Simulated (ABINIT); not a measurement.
# CsPbI2Br (P4/mmm): G0W0 in ABINIT against the exchange cutoff, part 2 of 2

Aim: move the exchange cutoff of a G0W0 run on CsPbI2Br (P4/mmm) over a wide range.

ABINIT 10.8.3; PBE and many-body steps on it, plane waves. Known limits of the many-body steps: not at the basis limit; exchange with frozen shells missing; no spin-orbit coupling; coarse k mesh.

So far. Step 2 (Screening, 2×2×2 mesh, 99 bands, screening to 106.1 eV): Local fields lower ε∞ by 13 %. On a Γ-centred mesh this coarse the value itself is usually too large, while a short band sum pulls it down.

### Step 5. 12.4 Ha

Level of this step: G0W0 on PBE, plane waves, norm-conserving pseudopotentials (ABINIT).

The self-energy is evaluated for the states that the input lists, and the levels follow from it, in one-shot runs by the linearised quasiparticle equation.

Contents of run.abi:

```
acell 3*1.0 Angstrom
rprim 
  6.375296000000 0.000000000000 0.000000000000
  0.000000000000 6.375296000000 0.000000000000
  0.000000000000 0.000000000000 5.962220000000
ntypat 4
znucl 55 82 53 35
natom 5
typat 1 2 3 3 4
xred 
  0.500000000000 0.500000000000 0.500000000000
  0.000000000000 0.000000000000 0.000000000000
  0.000000000000 0.500000000000 0.000000000000
  0.500000000000 0.000000000000 0.000000000000
  0.000000000000 0.000000000000 0.500000000000
pp_dirpath "pseudos"
pseudos "Cs.upf, Pb.upf, I.upf, Br.upf"
ecut 31
ngkpt 2 2 2
nshiftk 1
shiftk 0 0 0
kptopt 1
chksymbreak 0
istwfk *1
occopt 1
irdwfk 1
optdriver 4
nband 99
gwcalctyp 0
ecutsigx 12.4
symsigma 1
nkptgw 2
kptgw 
  0.5000000000 0.5000000000 0.5000000000
  0.0000000000 0.0000000000 0.0000000000
bdgw 
  21 24
  21 24
ecuteps 3.9
irdscr 1
ppmodel 1
indata_prefix "in"
outdata_prefix "out"
tmpdata_prefix "tmp"
```

Launch:

```sh
> OMP_NUM_THREADS=1 mpirun -n 4 abinit run.abi > log
```

What it wrote:

```text
.Version 10.8.3 of ABINIT. v10.8.2 released Aug 2026.

 Symmetries : space group P4/m m m (#123); Bravais tP (primitive tetrag.)
[... echo of the input left out ...]
== DATASET  1 ==================================================================
-   mpi_nproc: 4, omp_nthreads: 1 (-1 if OMP is not activated)

--- !DatasetInfo
iteration_state: {dtset: 1, }
dimensions: {natom: 5, nkpt: 6, mband: 99, nsppol: 1, nspinor: 1, nspden: 1, mpw: 13544, }
cutoff_energies: {ecut:  31.0, pawecutdg:  -1.0, }
[...]
Band     E0 <VxcDFT>   SigX SigC(E0)      Z dSigC/dE  Sig(E)    E-E0       E
[...]
23   4.212  -5.717  -2.343  -2.914   0.832  -0.202  -5.335   0.382   4.595
       24   5.103  -5.996  -2.567  -2.838   0.830  -0.205  -5.506   0.491   5.594

== END DATASET(S) ==============================================================
================================================================================

 -outvars: echo values of variables after computation  --------
           etotal      0.0000000000E+00
            nband          99
             nkpt           6
          spgroup         123
 [... the other variables as echoed above ...]

 Calculation completed.
```

Wall time 18 s (4 MPI ranks of Intel Xeon 6975P-C (Granite Rapids), shared host); peak memory 1.9 GiB; 71 s of CPU time.

This step gave:

```yaml
g0w0_gap_on_the_points_computed: 2.032 eV
starting_gap_on_the_mesh: 1.465 eV
k_of_the_valence_top: 0.5, 0.5, 0.5
k_of_the_conduction_bottom: 0.5, 0.5, 0.5
least_direct_g0w0_gap_on_the_computed_points: 2.032 eV
```

The gap on the mesh goes from 1.46 eV to 2.03 eV, a correction of +0.57 eV.

### Step 6. 21.7 Ha

Edit run.abi of step 5 so:

```diff
@@ -29,3 +29,3 @@
 gwcalctyp 0
-ecutsigx 12.4
+ecutsigx 21.7
 symsigma 1
```

What it wrote:

```text
.Version 10.8.3 of ABINIT. v10.8.2 released Aug 2026.

 Symmetries : space group P4/m m m (#123); Bravais tP (primitive tetrag.)
[... echo of the input left out ...]
== DATASET  1 ==================================================================
-   mpi_nproc: 4, omp_nthreads: 1 (-1 if OMP is not activated)

--- !DatasetInfo
iteration_state: {dtset: 1, }
dimensions: {natom: 5, nkpt: 6, mband: 99, nsppol: 1, nspinor: 1, nspden: 1, mpw: 13544, }
cutoff_energies: {ecut:  31.0, pawecutdg:  -1.0, }
[...]
Band     E0 <VxcDFT>   SigX SigC(E0)      Z dSigC/dE  Sig(E)    E-E0       E
[...]
23   4.212  -5.717  -2.343  -2.914   0.832  -0.202  -5.335   0.382   4.594
       24   5.103  -5.996  -2.567  -2.838   0.830  -0.205  -5.506   0.491   5.594

== END DATASET(S) ==============================================================
================================================================================

 -outvars: echo values of variables after computation  --------
           etotal      0.0000000000E+00
            nband          99
             nkpt           6
          spgroup         123
 [... the other variables as echoed above ...]

 Calculation completed.
```

Elapsed: 18 s, on 4 MPI ranks; peak memory 1.9 GiB.

Numbers from this step:

| Property | Result |
| --- | --- |
| G0W0 gap on the points computed | 2.033 eV |
| starting gap on the mesh | 1.465 eV |
| k of the valence top | 0.5, 0.5, 0.5 |
| k of the conduction bottom | 0.5, 0.5, 0.5 |
| least direct G0W0 gap on the computed points | 2.033 eV |

Against the run before, the gap moves by +0.001 eV.

### Step 7. 31 Ha

Edit run.abi of step 6 so:

```diff
@@ -29,3 +29,3 @@
 gwcalctyp 0
-ecutsigx 21.7
+ecutsigx 31
 symsigma 1
```

What it wrote:

```text
.Version 10.8.3 of ABINIT. v10.8.2 released Aug 2026.

 Symmetries : space group P4/m m m (#123); Bravais tP (primitive tetrag.)
[... echo of the input left out ...]
== DATASET  1 ==================================================================
-   mpi_nproc: 4, omp_nthreads: 1 (-1 if OMP is not activated)

--- !DatasetInfo
iteration_state: {dtset: 1, }
dimensions: {natom: 5, nkpt: 6, mband: 99, nsppol: 1, nspinor: 1, nspden: 1, mpw: 13544, }
cutoff_energies: {ecut:  31.0, pawecutdg:  -1.0, }
[...]
Band     E0 <VxcDFT>   SigX SigC(E0)      Z dSigC/dE  Sig(E)    E-E0       E
[...]
23   4.212  -5.717  -2.343  -2.914   0.832  -0.202  -5.335   0.382   4.594
       24   5.103  -5.996  -2.567  -2.838   0.830  -0.205  -5.506   0.491   5.594

== END DATASET(S) ==============================================================
================================================================================

 -outvars: echo values of variables after computation  --------
           etotal      0.0000000000E+00
            nband          99
             nkpt           6
          spgroup         123
 [... the other variables as echoed above ...]

 Calculation completed.
```

Wall time 20 s (4 MPI ranks); peak memory 1.9 GiB; 78 s of CPU time.

Numbers from this step:

* G0W0 gap on the points computed: 2.033 eV
* starting gap on the mesh: 1.465 eV
* k of the valence top: 0.5, 0.5, 0.5
* k of the conduction bottom: 0.5, 0.5, 0.5
* least direct G0W0 gap on the computed points: 2.033 eV

Against the run before, the gap moves by +0.000 eV.

### Step 8. Side by side

Times are wall times on 4 MPI ranks of Intel Xeon 6975P-C (Granite Rapids), shared host, good to a factor of about two. A run's time includes the screening step that it read.

| run | mesh | bands | screening cutoff (eV) | DFT gap (eV) | gap on the mesh (eV) | direct (eV) | ε∞ used | time |
| --- | --- | --- | --- | --- | --- | --- | --- | --- |
| 3.1 Ha | 2×2×2 | 99 | 106.1 | 1.465 | 1.810 | 1.810 | 9.91 | 67 s |
| 6.2 Ha | 2×2×2 | 99 | 106.1 | 1.465 | 2.025 | 2.025 | 9.91 | 74 s |
| 12.4 Ha | 2×2×2 | 99 | 106.1 | 1.465 | 2.032 | 2.032 | 9.91 | 75 s |
| 21.7 Ha | 2×2×2 | 99 | 106.1 | 1.465 | 2.033 | 2.033 | 9.91 | 75 s |
| 31 Ha | 2×2×2 | 99 | 106.1 | 1.465 | 2.033 | 2.033 | 9.91 | 76 s |

### Step 9. Outcome

```
3.1 Ha       : 1.810 eV
6.2 Ha       : 2.025 eV
12.4 Ha      : 2.032 eV
21.7 Ha      : 2.033 eV
31 Ha        : 2.033 eV
known limits : not at the basis limit; exchange with frozen shells missing; no spin-orbit coupling; coarse k mesh
```

The setting moved: exchange cutoff. From 3.1 Ha to 31 Ha the gap moves by +0.22 eV. It holds to 0.03 eV from 6.2 Ha on. Bands and screening cutoff are coupled, so a series along one setting does not show full convergence. Below the screening cutoff the correlation part is cut too. Bands and cutoff are finite, so the gap is not at the basis limit. The miss can reach some tenths of an eV and take either sign; the mesh is an error of its own. In the G0W0 runs levels were corrected at 2 k points alone, so a gap called «on the mesh» is the least over those, and an edge elsewhere would be missed. The 2×2×2 mesh is coarse for this cell, which bears on the long-range parts of exchange and screening. Where an edge is built on 6p states of lead, bismuth or thallium, scalar-relativistic gaps usually stand too wide, by a few tenths to over one eV. The norm-conserving file of at least one element keeps a d shell over frozen s and p shells of the same row. Exchange with those shells is missing from the self-energy, an error of 0.3 to 0.9 eV in cases checked, whose sign depends on which edge lies on those atoms. The many-body steps are scalar-relativistic: spin-orbit coupling is not in them.

[Paths, hosts, dates, memory and timing lines, banners, echoed tables and standing remarks are left out of the program output.]

[Logs are printed without paths, hosts, clocks, repeated set-up lines and the standing remarks that a program may print on its own settings, such as how far it seeks lower states.]

[Runs of the session that timed out or met a known fault of the program may be left out.]

[Hosts, paths, dates, database ids (printed as entryN), source tags and the programs' standing remarks are cut or masked in the printed files.]

[G0W0 gaps are taken among the corrected bands and points alone; a level outside them can change the order at an edge.]

[Where Ansatz stands beside ABINIT at settings called matched, ABINIT's density can come from a denser mesh and the files from another edition; pairs whose starting gaps differed by over 0.03 eV were left out, so agreement reads better than it is.]
